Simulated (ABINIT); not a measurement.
# MgS (F-43m): G0W0 in ABINIT against the exchange cutoff, part 2 of 2

How does the gap of MgS (F-43m) converge in the exchange cutoff?

ABINIT 10.8.3; LDA and many-body steps on it, plane waves. Known limits of the many-body steps: not at the basis limit; coarse k mesh.

So far. Step 2 (Screening, 4×4×4 mesh, 26 bands, screening to 106.1 eV): Local fields lower ε∞ by 15 %. On a Γ-centred mesh this coarse the value itself is usually too large, while a short band sum pulls it down.

### 5. 15.2 Ha

Level of this step: G0W0 on LDA, plane waves, norm-conserving pseudopotentials (ABINIT).

The self-energy is evaluated for the states that the input lists, and the levels follow from it, in one-shot runs by the linearised quasiparticle equation.

Input file run.abi:

```
acell 3*1.0 Angstrom
rprim 
  -0.000000000000 2.833120046800 2.833120046800
  2.833120046800 -0.000000000000 2.833120046800
  2.833120046800 2.833120046800 -0.000000000000
ntypat 2
znucl 12 16
natom 2
typat 1 2
xred 
  0.000000000000 0.000000000000 0.000000000000
  0.750000000000 0.750000000000 0.750000000000
pp_dirpath "pseudos"
pseudos "Mg.upf, S.upf"
ecut 38
ngkpt 4 4 4
nshiftk 1
shiftk 0 0 0
kptopt 1
chksymbreak 0
istwfk *1
occopt 1
irdwfk 1
optdriver 4
nband 26
gwcalctyp 0
ecutsigx 15.2
symsigma 1
nkptgw 1
kptgw 
  0.0000000000 0.0000000000 0.0000000000
bdgw 
  6 12
ecuteps 3.9
irdscr 1
ppmodel 1
indata_prefix "in"
outdata_prefix "out"
tmpdata_prefix "tmp"
```

Launch:

```sh
$ OMP_NUM_THREADS=1 mpirun -n 4 abinit run.abi > log
```

What it wrote:

```text
.Version 10.8.3 of ABINIT. v10.8.2 released Aug 2026.

 Symmetries : space group F-4 3 m (#216); Bravais cF (face-center cubic)
[... echo of the input left out ...]
== DATASET  1 ==================================================================
-   mpi_nproc: 4, omp_nthreads: 1 (-1 if OMP is not activated)

--- !DatasetInfo
iteration_state: {dtset: 1, }
dimensions: {natom: 2, nkpt: 8, mband: 26, nsppol: 1, nspinor: 1, nspden: 1, mpw: 3479, }
cutoff_energies: {ecut:  38.0, pawecutdg:  -1.0, }
[...]
10   9.041 -10.175  -4.709  -3.249   0.815  -0.227  -8.369   1.806  10.847
       11   9.041 -10.175  -4.709  -3.249   0.815  -0.227  -8.369   1.806  10.847
       12   9.041 -10.175  -4.709  -3.249   0.815  -0.227  -8.369   1.806  10.847

== END DATASET(S) ==============================================================
================================================================================

 -outvars: echo values of variables after computation  --------
           etotal      0.0000000000E+00
            nband          26
             nkpt           8
          spgroup         216
 [... the other variables as echoed above ...]

 Calculation completed.
```

Elapsed: 2 s, on 4 MPI ranks of Arm Neoverse V2, shared host; peak memory 0.12 GiB; 7.8 s of CPU time.

This step gave:

```yaml
g0w0_gap_on_the_points_computed: 4.923 eV
starting_gap_on_the_mesh: 3.165 eV
k_of_the_valence_top: 0, 0, 0
k_of_the_conduction_bottom: 0, 0, 0
least_direct_g0w0_gap_on_the_computed_points: 4.923 eV
```

The gap on the mesh goes from 3.17 eV to 4.92 eV, a correction of +1.76 eV.

### 6. 26.6 Ha

run.abi: that of step 5 with these lines changed.

```diff
@@ -26,3 +26,3 @@
 gwcalctyp 0
-ecutsigx 15.2
+ecutsigx 26.6
 symsigma 1
```

What it wrote:

```text
.Version 10.8.3 of ABINIT. v10.8.2 released Aug 2026.

 Symmetries : space group F-4 3 m (#216); Bravais cF (face-center cubic)
[... echo of the input left out ...]
== DATASET  1 ==================================================================
-   mpi_nproc: 4, omp_nthreads: 1 (-1 if OMP is not activated)

--- !DatasetInfo
iteration_state: {dtset: 1, }
dimensions: {natom: 2, nkpt: 8, mband: 26, nsppol: 1, nspinor: 1, nspden: 1, mpw: 3479, }
cutoff_energies: {ecut:  38.0, pawecutdg:  -1.0, }
[...]
10   9.041 -10.175  -4.813  -3.249   0.815  -0.227  -8.454   1.720  10.762
       11   9.041 -10.175  -4.813  -3.249   0.815  -0.227  -8.454   1.720  10.762
       12   9.041 -10.175  -4.813  -3.249   0.815  -0.227  -8.454   1.720  10.762

== END DATASET(S) ==============================================================
================================================================================

 -outvars: echo values of variables after computation  --------
           etotal      0.0000000000E+00
            nband          26
             nkpt           8
          spgroup         216
 [... the other variables as echoed above ...]

 Calculation completed.
```

Run time: 2.1 s. Hardware: 4 MPI ranks; peak memory 0.14 GiB; 8 s of CPU time.

This step gave:

```yaml
g0w0_gap_on_the_points_computed: 4.894 eV
starting_gap_on_the_mesh: 3.165 eV
k_of_the_valence_top: 0, 0, 0
k_of_the_conduction_bottom: 0, 0, 0
least_direct_g0w0_gap_on_the_computed_points: 4.894 eV
```

Against the run before, the gap moves by −0.029 eV.

### 7. 38 Ha

run.abi: that of step 6 with these lines changed.

```diff
@@ -26,3 +26,3 @@
 gwcalctyp 0
-ecutsigx 26.6
+ecutsigx 38
 symsigma 1
```

What it wrote:

```text
.Version 10.8.3 of ABINIT. v10.8.2 released Aug 2026.

 Symmetries : space group F-4 3 m (#216); Bravais cF (face-center cubic)
[... echo of the input left out ...]
== DATASET  1 ==================================================================
-   mpi_nproc: 4, omp_nthreads: 1 (-1 if OMP is not activated)

--- !DatasetInfo
iteration_state: {dtset: 1, }
dimensions: {natom: 2, nkpt: 8, mband: 26, nsppol: 1, nspinor: 1, nspden: 1, mpw: 3479, }
cutoff_energies: {ecut:  38.0, pawecutdg:  -1.0, }
[...]
10   9.041 -10.175  -4.841  -3.249   0.815  -0.227  -8.477   1.698  10.739
       11   9.041 -10.175  -4.841  -3.249   0.815  -0.227  -8.477   1.698  10.739
       12   9.041 -10.175  -4.841  -3.249   0.815  -0.227  -8.477   1.698  10.739

== END DATASET(S) ==============================================================
================================================================================

 -outvars: echo values of variables after computation  --------
           etotal      0.0000000000E+00
            nband          26
             nkpt           8
          spgroup         216
 [... the other variables as echoed above ...]

 Calculation completed.
```

Elapsed: 2.1 s, on 4 MPI ranks; peak memory 0.16 GiB.

This step gave:

* G0W0 gap on the points computed: 4.892 eV
* starting gap on the mesh: 3.165 eV
* k of the valence top: 0, 0, 0
* k of the conduction bottom: 0, 0, 0
* least direct G0W0 gap on the computed points: 4.892 eV

Against the run before, the gap moves by −0.002 eV.

### 8. The runs together

Times are wall times on 4 MPI ranks of Arm Neoverse V2, shared host, good to a factor of about two. A run's time includes the screening step that it read.

| run | mesh | bands | screening cutoff (eV) | DFT gap (eV) | gap on the mesh (eV) | direct (eV) | ε∞ used | time |
| --- | --- | --- | --- | --- | --- | --- | --- | --- |
| 3.8 Ha | 4×4×4 | 26 | 106.1 | 3.165 | 5.095 | 5.095 | 4.38 | 5.6 s |
| 7.6 Ha | 4×4×4 | 26 | 106.1 | 3.165 | 5.031 | 5.031 | 4.38 | 5.6 s |
| 15.2 Ha | 4×4×4 | 26 | 106.1 | 3.165 | 4.923 | 4.923 | 4.38 | 5.6 s |
| 26.6 Ha | 4×4×4 | 26 | 106.1 | 3.165 | 4.894 | 4.894 | 4.38 | 5.7 s |
| 38 Ha | 4×4×4 | 26 | 106.1 | 3.165 | 4.892 | 4.892 | 4.38 | 5.7 s |

### 9. What came out

```json
{
  "3.8 Ha": "5.095 eV",
  "7.6 Ha": "5.031 eV",
  "15.2 Ha": "4.923 eV",
  "26.6 Ha": "4.894 eV",
  "38 Ha": "4.892 eV",
  "known limits": "not at the basis limit; coarse k mesh"
}
```

In words: The setting moved: exchange cutoff. From 3.8 Ha to 38 Ha the gap moves by −0.20 eV. It holds to 0.03 eV from 26.6 Ha on. Bands and screening cutoff are coupled, so a series along one setting does not show full convergence. Below the screening cutoff the correlation part is cut too. Bands and cutoff are finite, so the gap is not at the basis limit. The miss can reach some tenths of an eV and take either sign; the mesh is an error of its own. In the G0W0 runs levels were corrected at 1 k point alone, so a gap called «on the mesh» is the least over those, and an edge elsewhere would be missed. The 4×4×4 mesh is coarse for this cell, which bears on the long-range parts of exchange and screening.

[Paths, hosts, dates, memory and timing lines, banners, echoed tables and standing remarks are left out of the program output.]

[Logs are printed without paths, hosts, clocks, repeated set-up lines and the standing remarks that a program may print on its own settings, such as how far it seeks lower states.]

[Runs of the session that timed out or met a known fault of the program may be left out.]

[Hosts, paths, dates, database ids (printed as entryN), source tags and the programs' standing remarks are cut or masked in the printed files.]

[G0W0 gaps are taken among the corrected bands and points alone; a level outside them can change the order at an edge.]

[Where Ansatz stands beside ABINIT at settings called matched, ABINIT's density can come from a denser mesh and the files from another edition; pairs whose starting gaps differed by over 0.03 eV were left out, so agreement reads better than it is.]
